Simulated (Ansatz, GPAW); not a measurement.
**A 9-layer slab of Rh(100): work function by functional and basis**

Wanted: work functions and dipole of a 9-layer slab of Rh(100), with the cost of each level.

Method: Ansatz plane waves; slab in vacuum with a dipole correction, relaxation, in the first sound run; inputs show where later runs differ, in GPAW 26.7.0 and Ansatz 0.2.0.

## (1) Set-up

The cell holds 9 atoms: 9 Rh. Its edges and angles: a = 2.687 Å, b = 2.687 Å, c = 31.200 Å, α = 90.0°, β = 90.0°, γ = 90.0°. Vacuum lies along c.

## (2) Relaxation

The atoms are relaxed first, since the surface dipole, and with it the work function, follows the positions of the outer layers. The lowest 4 atoms are held at bulk positions and keep their forces.

The input, input.yaml:

```yaml
crystal:
  lattice:
    - [2.6870057685, 0.0, 0.0]
    - [0.0, 2.6870057685, 0.0]
    - [0.0, 0.0, 31.2]
  atoms:
    - { symbol: Rh, position: [0.0, 0.0, 0.2564102564] }
    - { symbol: Rh, position: [0.5, 0.5, 0.3173076923] }
    - { symbol: Rh, position: [0.0, 0.0, 0.3782051282] }
    - { symbol: Rh, position: [0.5, 0.5, 0.4391025641] }
    - { symbol: Rh, position: [0.0, 0.0, 0.5] }
    - { symbol: Rh, position: [0.5, 0.5, 0.5608974359] }
    - { symbol: Rh, position: [0.0, 0.0, 0.6217948718] }
    - { symbol: Rh, position: [0.5, 0.5, 0.6826923077] }
    - { symbol: Rh, position: [0.0, 0.0, 0.7435897436] }
kpoints:
  mp_grid: { grid: [12, 12, 1] }
hamiltonian:
  xc: pbe
scf:
  occupations: { method: fermi_dirac, width: 0.1 }
efield:
  axis: 3
  dipole_correction: true
  ramp_width: 0.05
relax:
  f_tol: 0.02
  max_steps: 60
  constraints: [{ sites: [0, 1, 2, 3] }]
output:
  write_potential: true
  write_density: true
  volumetric_format: npy
```

The run is started by

```console
$ ansatz run input.yaml --threads 4 --pin off --max-ram 8192MiB --backend cpu --events-out ev --progress --plain --runs-dir out
```

Numbers of over 12 decimals in the logs are rounded to 6 here.

Output:

```text
Engine: ansatz 0.2.0, aarch64-unknown-linux-gnu
Pseudopotentials: kind: paw
Pseudopotential: Rh, paw, valence charge 17, recommended cutoff 420 eV (normal), Rh.paw.azcp
Functional definition: PBE
  parameter kappa = 0.804
  parameter beta = 0.066725
  exchange = pbe_x(kappa = kappa, mu = beta*pi^2/3)
  correlation = pbe_c(beta = beta)
Crystal: 9 atoms, lattice volume = 225.264 Å³
Basis set: ecut = 420 eV, 4469 PW (Γ), exchange–correlation on 36×36×432 points (8 copies of the dense FFT grid, shifted against one another)
Bands: 92, of which v1, the nominal top of the filled ones, is band 77 counted from 1 (76 counted from 0)
Symmetry: 8 space group operations
k-points: 28 of 144
Non-local potential: Rh, projectors of the file, l = 0: 3, l = 1: 2, l = 2: 2, l = 3: 1
PAW form: soft (Blöchl's): semilocal exchange-correlation on the pseudo side does not see the compensation charge
PAW one-centre angular grid: Rh, 590 points (default); XC on 64 Gauss nodes
Initial density: superposition of atomic densities (neutral atoms: chi_scale 0, normalization atom), corrected by the library's trained network
Initial wavefunctions: pseudopotential atomic-orbital guess
Functional: x = pbe(κ = 0.804, μ = 0.219515), c = pbe(β = 0.066725)
SCF iter   1: F=—  HF=-57623.987904 eV  |F-HF|=—  |Δ(HF+E_count)|=         —  Δρ=4.69e-3  dr2=3.04e-1  ethr=1.77e-3  p=0.000 e·Å  D=1.67e-13 V/Å  ΔV_dip=-0.00 eV  dr2_dipole=3.46e-7  V_vac-E_F(+/−)=4.74/4.74 eV  ⟨swp⟩=7.5  Hψ=11335  notcnv=0  defer=29
efield: sawtooth ramp at fractional position 0.9750 (placed from the atoms, in the widest stretch of the axis that holds none; the zero of the levels goes with the place), width 0.0500; the density the first Hamiltonian is built on has a dipole p = 0.000 e·Å; the dipole correction subtracts the counter field D = 1.67e-13 V/Å, which shifts the + side's vacuum level by -0.00 eV against the − side's; the planar-averaged density in the ramp window peaks in size at 2.2e-5 e/Å³
preconditioner: auto → LDOS  [metal: Δε(μ)=0.004 eV  Ē_g=5.700 eV  σ=0.100 eV  W_gap=0.01  n_scr=68 (ndim 8)  ℏωp=22.3 eV  f_vac=0.414  D(μ)=13.30/eV (n_scr^D=124)  β→1.0]
SCF iter   2: F=—  HF=-57623.985647 eV  |F-HF|=—  |Δ(HF+E_count)|=   2.26e-3  Δρ=3.35e-3  dr2=2.26e-2  ethr=1.98e-4  p=-0.000 e·Å  D=-1.45e-5 V/Å  ΔV_dip=0.00 eV  dr2_dipole=6.61e-7  V_vac-E_F(+/−)=5.07/5.07 eV  ⟨swp⟩=2.3  Hψ=3486  notcnv=0  defer=53
SCF iter   3: F=—  HF=-57623.982162 eV  |F-HF|=—  |Δ(HF+E_count)|=   3.49e-3  Δρ=1.18e-3  dr2=5.42e-3  ethr=1.47e-5  p=-0.000 e·Å  D=-6.33e-6 V/Å  ΔV_dip=0.00 eV  dr2_dipole=4.94e-8  V_vac-E_F(+/−)=5.02/5.02 eV  ⟨swp⟩=3.4  Hψ=5518  notcnv=0  defer=53
SCF iter   4: F=—  HF=-57623.981358 eV  |F-HF|=—  |Δ(HF+E_count)|=   8.04e-4  Δρ=3.20e-4  dr2=3.27e-4  ethr=3.54e-6  p=-0.000 e·Å  D=-3.56e-6 V/Å  ΔV_dip=0.00 eV  dr2_dipole=1.48e-8  V_vac-E_F(+/−)=5.05/5.05 eV  ⟨swp⟩=2.0  Hψ=3589  notcnv=0  defer=53
SCF iter   5: F=—  HF=-57623.981355 eV  |F-HF|=—  |Δ(HF+E_count)|=   3.39e-6  Δρ=7.49e-5  dr2=6.15e-5  ethr=2.14e-7  p=-0.000 e·Å  D=-2.21e-6 V/Å  ΔV_dip=0.00 eV  dr2_dipole=3.61e-9  V_vac-E_F(+/−)=5.06/5.06 eV  ⟨swp⟩=2.0  Hψ=3770  notcnv=0  defer=51
SCF iter   6: F=-57623.981357 eV  HF=-57623.981359 eV  |F-HF|=2.62e-6  |Δ(HF+E_count)|=   4.61e-6  Δρ=3.16e-5  dr2=5.03e-6  ethr=6.54e-9  p=-0.000 e·Å  D=-5.66e-7 V/Å  ΔV_dip=0.00 eV  dr2_dipole=4.62e-11  V_vac-E_F(+/−)=5.07/5.07 eV  ⟨swp⟩=11.8  Hψ=24820  notcnv=0
SCF 1 converged in 6 iterations: F = -57623.981357 eV  dr2 = 5.03e-6
  greatest PAW one-centre occupation: 1.000 electrons in one spin orbital (limit 2), on the Rh atom at site 6 (counted from 0), in its partial waves of l = 0
relax step   1: F+E_penalty+E_count = -57623.98135678 eV  Δ(F+E_penalty+E_count) = +0.000e0 eV  max|allowed force component| = 5.683e-1 eV/Å  Δτ_max = 0.0000 Å  (6 SCF iters, dr2 threshold 1.00e-5 eV, accepted)
Initial density: handed on by an earlier stage of this run
Initial wavefunctions: those handed on with the density
iter 1 solved again at ethr=9.30e-4 eV; its pass at ethr=3.10e-3 eV (dr2=1.42e0 eV) is discarded
SCF iter   1: F=—  HF=-57624.069954 eV  |F-HF|=—  |Δ(HF+E_count)|=         —  Δρ=1.73e-2  dr2=1.42e0  ethr=9.30e-4  p=-0.000 e·Å  D=-6.49e-7 V/Å  ΔV_dip=0.00 eV  dr2_dipole=2.23e-1  V_vac-E_F(+/−)=5.06/5.06 eV  ⟨swp⟩=1.0  Hψ=10058  notcnv=0  defer=36
efield: sawtooth ramp at fractional position 0.9750 (handed on by an earlier solve), width 0.0500; the density the first Hamiltonian is built on has a dipole p = -0.000 e·Å; the dipole correction subtracts the counter field D = -6.49e-7 V/Å, which shifts the + side's vacuum level by +0.00 eV against the − side's; the planar-averaged density in the ramp window peaks in size at 2.5e-6 e/Å³
preconditioner: auto → LDOS  [metal: Δε(μ)=0.002 eV  Ē_g=5.682 eV  σ=0.100 eV  W_gap=0.00  n_scr=68 (ndim 8)  ℏωp=22.3 eV  f_vac=0.410  D(μ)=13.28/eV (n_scr^D=124)  β→1.0]
SCF iter   2: F=—  HF=-57624.034288 eV  |F-HF|=—  |Δ(HF+E_count)|=   3.57e-2  Δρ=8.45e-3  dr2=1.64e-1  ethr=9.28e-4  p=0.002 e·Å  D=1.82e-3 V/Å  ΔV_dip=-0.06 eV  dr2_dipole=1.72e-2  V_vac-E_F(+/−)=5.01/5.07 eV  ⟨swp⟩=2.9  Hψ=4454  notcnv=0  defer=37
SCF iter   3: F=—  HF=-57624.013880 eV  |F-HF|=—  |Δ(HF+E_count)|=   2.04e-2  Δρ=4.97e-3  dr2=8.18e-2  ethr=1.07e-4  p=-0.003 e·Å  D=-2.59e-3 V/Å  ΔV_dip=0.08 eV  dr2_dipole=5.36e-3  V_vac-E_F(+/−)=5.15/5.07 eV  ⟨swp⟩=2.9  Hψ=5208  notcnv=0  defer=39
SCF iter   4: F=—  HF=-57624.000838 eV  |F-HF|=—  |Δ(HF+E_count)|=   1.30e-2  Δρ=6.51e-4  dr2=2.68e-3  ethr=5.35e-5  p=-0.000 e·Å  D=-3.45e-4 V/Å  ΔV_dip=0.01 eV  dr2_dipole=1.66e-4  V_vac-E_F(+/−)=5.08/5.07 eV  ⟨swp⟩=2.6  Hψ=4390  notcnv=0  defer=41
SCF iter   5: F=—  HF=-57624.000689 eV  |F-HF|=—  |Δ(HF+E_count)|=   1.49e-4  Δρ=2.98e-4  dr2=4.30e-4  ethr=1.75e-6  p=-0.001 e·Å  D=-4.63e-4 V/Å  ΔV_dip=0.01 eV  dr2_dipole=7.98e-5  V_vac-E_F(+/−)=5.08/5.07 eV  ⟨swp⟩=2.8  Hψ=4355  notcnv=0  defer=46
SCF iter   6: F=—  HF=-57624.000716 eV  |F-HF|=—  |Δ(HF+E_count)|=   2.67e-5  Δρ=8.72e-5  dr2=3.73e-5  ethr=2.81e-7  p=-0.001 e·Å  D=-4.34e-4 V/Å  ΔV_dip=0.01 eV  dr2_dipole=5.88e-6  V_vac-E_F(+/−)=5.08/5.07 eV  ⟨swp⟩=1.7  Hψ=2858  notcnv=0  defer=46
SCF iter   7: F=-57624.000708 eV  HF=-57624.000718 eV  |F-HF|=1.05e-5  |Δ(HF+E_count)|=   2.38e-6  Δρ=2.88e-5  dr2=8.06e-6  ethr=1.32e-8  p=-0.001 e·Å  D=-4.03e-4 V/Å  ΔV_dip=0.01 eV  dr2_dipole=4.60e-6  V_vac-E_F(+/−)=5.08/5.07 eV  ⟨swp⟩=13.0  Hψ=24028  notcnv=0
SCF 2 converged in 7 iterations: F = -57624.000708 eV  dr2 = 8.06e-6
[...]
efield: sawtooth ramp at fractional position 0.9750 (handed on by an earlier solve), width 0.0500; the density the first Hamiltonian is built on has a dipole p = -0.001 e·Å; the dipole correction subtracts the counter field D = -4.04e-4 V/Å, which shifts the + side's vacuum level by +0.01 eV against the − side's; the planar-averaged density in the ramp window peaks in size at 6.6e-6 e/Å³
preconditioner: auto → LDOS  [metal: Δε(μ)=0.010 eV  Ē_g=5.699 eV  σ=0.100 eV  W_gap=0.02  n_scr=68 (ndim 8)  ℏωp=22.3 eV  f_vac=0.412  D(μ)=13.55/eV (n_scr^D=124)  β→1.0]
SCF iter   2: F=—  HF=-57624.010716 eV  |F-HF|=—  |Δ(HF+E_count)|=   5.82e-3  Δρ=2.78e-3  dr2=1.97e-2  ethr=2.98e-4  p=-0.001 e·Å  D=-9.11e-4 V/Å  ΔV_dip=0.03 eV  dr2_dipole=7.37e-4  V_vac-E_F(+/−)=5.10/5.07 eV  ⟨swp⟩=1.8  Hψ=3291  notcnv=0  defer=47
SCF iter   3: F=—  HF=-57624.008128 eV  |F-HF|=—  |Δ(HF+E_count)|=   2.59e-3  Δρ=1.83e-3  dr2=1.02e-2  ethr=1.29e-5  p=0.001 e·Å  D=5.09e-4 V/Å  ΔV_dip=-0.02 eV  dr2_dipole=1.20e-3  V_vac-E_F(+/−)=5.06/5.07 eV  ⟨swp⟩=3.1  Hψ=5428  notcnv=0  defer=47
SCF iter   4: F=—  HF=-57624.006542 eV  |F-HF|=—  |Δ(HF+E_count)|=   1.59e-3  Δρ=2.24e-4  dr2=3.54e-4  ethr=6.66e-6  p=-0.000 e·Å  D=-3.14e-4 V/Å  ΔV_dip=0.01 eV  dr2_dipole=8.83e-7  V_vac-E_F(+/−)=5.08/5.07 eV  ⟨swp⟩=2.1  Hψ=4026  notcnv=0  defer=47
SCF iter   5: F=—  HF=-57624.006591 eV  |F-HF|=—  |Δ(HF+E_count)|=   4.88e-5  Δρ=1.10e-4  dr2=6.27e-5  ethr=2.31e-7  p=-0.000 e·Å  D=-2.99e-4 V/Å  ΔV_dip=0.01 eV  dr2_dipole=9.69e-7  V_vac-E_F(+/−)=5.08/5.07 eV  ⟨swp⟩=2.6  Hψ=4075  notcnv=0  defer=47
SCF iter   6: F=—  HF=-57624.006608 eV  |F-HF|=—  |Δ(HF+E_count)|=   1.68e-5  Δρ=4.63e-5  dr2=1.06e-5  ethr=4.10e-8  p=-0.000 e·Å  D=-2.91e-4 V/Å  ΔV_dip=0.01 eV  dr2_dipole=2.02e-6  V_vac-E_F(+/−)=5.08/5.07 eV  ⟨swp⟩=1.5  Hψ=2655  notcnv=0  defer=47
SCF iter   7: F=-57624.006610 eV  HF=-57624.006610 eV  |F-HF|=6.72e-7  |Δ(HF+E_count)|=   1.62e-6  Δρ=1.19e-5  dr2=2.61e-7  ethr=1.38e-9  p=-0.000 e·Å  D=-3.14e-4 V/Å  ΔV_dip=0.01 eV  dr2_dipole=1.62e-8  V_vac-E_F(+/−)=5.08/5.07 eV  ⟨swp⟩=12.3  Hψ=22749  notcnv=0
SCF 3 converged in 7 iterations: F = -57624.006610 eV  dr2 = 2.61e-7
relax step   3: F+E_penalty+E_count = -57624.00661024 eV  Δ(F+E_penalty+E_count) = -5.902e-3 eV  max|allowed force component| = 1.170e-2 eV/Å  Δτ_max = 0.0611 Å  (7 SCF iters, dr2 threshold 2.11e-6 eV, accepted)
iter 1 solved again at ethr=1.84e-10 eV; its pass at ethr=3.10e-3 eV (dr2=2.81e-7 eV) is discarded
SCF iter   1: F=—  HF=-57624.007109 eV  |F-HF|=—  |Δ(HF+E_count)|=         —  Δρ=1.20e-5  dr2=2.80e-7  ethr=1.84e-10  p=-0.000 e·Å  D=-3.14e-4 V/Å  ΔV_dip=0.01 eV  dr2_dipole=2.33e-8  V_vac-E_F(+/−)=5.08/5.07 eV  ⟨swp⟩=1.1  Hψ=6168  notcnv=0  defer=49
efield: sawtooth ramp at fractional position 0.9750 (handed on by an earlier solve), width 0.0500; the density the first Hamiltonian is built on has a dipole p = -0.000 e·Å; the dipole correction subtracts the counter field D = -3.14e-4 V/Å, which shifts the + side's vacuum level by +0.01 eV against the − side's; the planar-averaged density in the ramp window peaks in size at 6.8e-6 e/Å³
preconditioner: auto → LDOS  [metal: Δε(μ)=0.013 eV  Ē_g=5.700 eV  σ=0.100 eV  W_gap=0.03  n_scr=68 (ndim 8)  ℏωp=22.3 eV  f_vac=0.412  D(μ)=13.49/eV (n_scr^D=124)  β→1.0]
SCF iter   2: F=—  HF=-57624.006610 eV  |F-HF|=—  |Δ(HF+E_count)|=   4.98e-4  Δρ=8.35e-6  dr2=2.48e-7  ethr=1.83e-10  p=-0.000 e·Å  D=-3.27e-4 V/Å  ΔV_dip=0.01 eV  dr2_dipole=2.62e-9  V_vac-E_F(+/−)=5.08/5.07 eV  ⟨swp⟩=2.5  Hψ=4625  notcnv=0  defer=49
SCF iter   3: F=-57624.006610 eV  HF=-57624.006610 eV  |F-HF|=2.87e-8  |Δ(HF+E_count)|=   5.67e-8  Δρ=2.21e-6  dr2=1.86e-8  ethr=6.54e-11  p=-0.000 e·Å  D=-3.21e-4 V/Å  ΔV_dip=0.01 eV  dr2_dipole=1.20e-10  V_vac-E_F(+/−)=5.08/5.07 eV  ⟨swp⟩=9.2  Hψ=20483  notcnv=0
SCF 4 converged in 3 iterations: F = -57624.006610 eV  dr2 = 1.86e-8
relax step   4: F+E_penalty+E_count = -57624.00661041 eV  Δ(F+E_penalty+E_count) = -1.689e-7 eV  max|allowed force component| = 1.155e-2 eV/Å  Δτ_max = 0.0000 Å  (3 SCF iters, accepted)
NSCF: frozen V_eff on 28 k-points
the band table was solved once a step of the walk had ended and its energy, with any forces and stress, was formed, with the checks that follow a solve (12396 applications of the Hamiltonian). They found nothing against the state; the energy, forces and stress were not computed again (output.eigenvalues in the input reference)
WARN: The output density's exchange-correlation potential varies sharply where the density is thin. Do not read a vacuum level from v_tot or v_xc, or from such a field of the output density. On a cell that repeats whose density bears no net charge and no dipole along the vacuum's axis use v_es (v_loc + v_h of the components); under efield.dipole_correction with no amplitude use v_es + v_field, which holds any externa [...]
SCF converged after 3 iterations
Free energy (F): -57624.006610 eV
Harris-Foulkes:  -57624.006610 eV  (|F-HF|=2.87e-8)
Internal energy: -57623.557633 eV  (E = F + TS)
E sigma→0 (E₀):  -57623.782122 eV
Entropy (-TS):   -0.448977 eV (-49.886 meV/atom)
Fermi energy:    10.011997 eV
Dipole field:    D = -0.000335 V/Å  (p = -0.000417 e·Å, saw-weighted, corrected)
Work function:   Φ+ = 5.0810 eV   Φ− = 5.0705 eV
Levels:          The Fermi level and band energies are counted from a zero that moves with the ramp; work functions are not
--- Per-component energies (eV) ---
  E_band       = -2633.088040
  E_kinetic    = 5156.128474
  E_local      = -322552.840277  (includes V_loc(G=0)·N_el)
  E_nonlocal   = 3195.678513
  E_hartree    = 158256.204272
  E_xc         = -1993.650924
  E_vxc        = -2502.312468  (∫ρ·V_xc dr)
  E_paw        = -32283.699348  (= ΣΔE_a)
  E_vpaw       = -2442.187594  (= ΣTr[D̂ρ^β])
  E_aug_tail   = 0.007686  (compensation charges beyond the density's cutoff)
  E_efield     = 0.000000  (sawtooth field / dipole correction)
  E_vefield    = 0.002140  (∫n·V_field dr)
  E_ewald      = 132598.613972
  E_smearing   = -0.448977  (= −TS)
  E_closure    = -0.000000  (closes the sum)
  Σ components = -57624.006610   (vs F -57624.006610, Δ=0.00e0)
--- Forces (eV/Å), atoms counted from 1 ---
  atom   1  Rh     0.00000000     0.00000000     0.30807978
  atom   2  Rh    -0.00000000     0.00000000    -0.56892761
  atom   3  Rh    -0.00000000     0.00000000    -0.05980122
  atom   4  Rh    -0.00000000     0.00000000     0.32059462
  atom   5  Rh     0.00000000     0.00000000     0.00522271
  atom   6  Rh     0.00000000     0.00000000     0.00010948
  atom   7  Rh     0.00000000     0.00000000    -0.01155147
  atom   8  Rh     0.00000000     0.00000000     0.00874857
  atom   9  Rh     0.00000000     0.00000000    -0.00252752
  max |Σ_I F_I| component: 5.27e-5 eV/Å
--- Band table (eV; the first three rows and the last of 28) ---
  k-point 0: bands = [... 73 lower, 9.5353, 9.5353, 9.6611, 9.9026, 9.9358, 10.1584, 10.1584, 10.2060, ... 11 higher]
  k-point 1: bands = [... 73 lower, 9.3241, 9.4722, 9.6370, 9.7744, 9.8687, 9.9398, 10.0333, 10.1980, ... 11 higher]
  k-point 2: bands = [... 73 lower, 9.0544, 9.2329, 9.2839, 9.4084, 9.6524, 9.7146, 9.8510, 10.1072, ... 11 higher]
  k-point 27: bands = [... 73 lower, 11.0046, 11.0214, 11.0467, 11.0657, 11.0679, 11.0881, 11.5003, 11.5549, ... 11 higher]
--- Relaxed structure (4 steps of the walk, 4 accepted, 0 SCFs on fresh bases) ---
  F+E_penalty+E_count = -57624.00661041 eV   max|allowed force component| = 1.155e-2 eV/Å
  atoms:
    - { symbol: Rh, position: [0.0, 0.0, 0.256410] }
    - { symbol: Rh, position: [0.5, 0.5, 0.3173076923] }
    - { symbol: Rh, position: [0.0, 0.0, 0.378205] }
    - { symbol: Rh, position: [0.5, 0.5, 0.439103] }
    - { symbol: Rh, position: [0, 0.0, 0.500981] }
    - { symbol: Rh, position: [0.5, 0.5, 0.562601] }
    - { symbol: Rh, position: [0, 0.0, 0.624668] }
    - { symbol: Rh, position: [0.5, 0.5, 0.686686] }
    - { symbol: Rh, position: [0, 0.0, 0.746072] }
```

It took 67 s on 4 threads of Arm Neoverse V1, shared host; peak memory 0.97 GiB; 4.2 min of CPU time.

Relaxation path:

| step | energy less that of the first step (eV) | largest force component (eV/Å) |
| --- | --- | --- |
| 1 | 0.0000 | 0.5683 |
| 2 | -0.0194 | 0.1836 |
| 3 | -0.0253 | 0.0117 |
| 4 | -0.0253 | 0.0116 |

The run keeps the 8 symmetry operations that it works with, so distortions that break them were not tested.

The atoms that moved most (Å):

| atom | dx | dy | dz | length |
| --- | --- | --- | --- | --- |
| Rh8 | 0.000 | 0.000 | 0.125 | 0.125 |
| Rh7 | 0.000 | 0.000 | 0.090 | 0.090 |
| Rh9 | 0.000 | 0.000 | 0.077 | 0.077 |
| Rh6 | 0.000 | 0.000 | 0.053 | 0.053 |
| Rh5 | 0.000 | 0.000 | 0.031 | 0.031 |

Numbers from this step:

| Item | Value |
| --- | --- |
| free energy | -57624.0066 eV |
| smearing term TS | 0.4490 eV |
| symmetry operations | 8 |
| upper work function | 5.081 eV |
| lower work function | 5.071 eV |
| dipole along the normal | -4.17e-4 e·Å |
| dipole field | -3.35e-4 V/Å |
| vacuum level above | 15.09 eV |
| vacuum level below | 15.08 eV |

The electrostatic potential energy of an electron (with the applied field's), less the Fermi level, planar mean oscillates, so the rows of the table below give means over windows of 1.88 Å about each position, cut where the curve ends. Its maxima inside the range that stand out by 2 % of the span (Å: eV): 9.0: -3.05, 10.8: -3.37, 12.7: -3.45, 14.7: -3.17, 16.6: -3.02, 18.5: -2.88, 20.5: -3.03, 22.4: -3.85. Its minima: 7.9: -21.7, 10.0: -22.0, 11.8: -22.2, 13.7: -22.2, 15.6: -22.1, 17.6: -22.0, 19.5: -22.1, 21.4: -22.1, 23.3: -21.9.

The electrostatic potential energy of an electron (with the applied field's), less the Fermi level, planar mean by z; means over each step:

z (Å), electrostatic potential energy of an electron (with the applied field's), less the Fermi level, planar mean (eV) and a bar from the least value:
```
     0.94        5.1 ##############################
     2.82        5.1 ##############################
     4.70        5.0 ##############################
     6.58        1.6 ########################
     8.46      -12.8 #
    10.34      -13.2 
    12.22      -13.3 
    14.10      -13.0 #
    15.98      -13.1 #
    17.86      -13.0 #
    19.74      -13.1 #
    21.62      -13.4 
    23.50      -11.9 ##
    25.38        4.6 #############################
    27.26        5.1 ##############################
    29.14        5.1 ##############################
    31.02        5.1 ##############################
```

The valence density, planar mean oscillates, so the rows of the table below give means over windows of 1.88 Å about each position, cut where the curve ends. Its maxima inside the range that stand out by 2 % of the span (Å: e/Å³): 7.9: 2.17, 10.0: 2.19, 11.8: 2.21, 13.7: 2.22, 15.6: 2.22, 17.6: 2.19, 19.5: 2.22, 21.4: 2.21, 23.3: 2.20. Its minima: 9.0: 0.436, 10.8: 0.436, 12.7: 0.438, 14.7: 0.425, 16.6: 0.420, 18.5: 0.412, 20.5: 0.419, 22.4: 0.475.

The valence density, planar mean by z; means over each step:

| z (Å) | valence density, planar mean (e/Å³) |
| --- | --- |
| 2.82 | 6.7e-6 |
| 4.70 | 8.6e-4 |
| 6.58 | 0.176 |
| 8.46 | 1.24 |
| 10.34 | 1.24 |
| 12.22 | 1.24 |
| 14.10 | 1.23 |
| 15.98 | 1.23 |
| 17.86 | 1.23 |
| 19.74 | 1.23 |
| 21.62 | 1.25 |
| 23.50 | 1.17 |
| 25.38 | 0.0205 |
| 27.26 | 1.5e-4 |

The relaxation lowered the energy of the cell by 0.0253 eV.

(Continued in part 2 of 3.)

[Logs are printed without paths, hosts, clocks, repeated set-up lines and the standing remarks that a program may print on its own settings, such as how far it seeks lower states.]

[Hosts, paths, dates, database ids (printed as entryN), source tags and the programs' standing remarks are cut or masked in the printed files.]
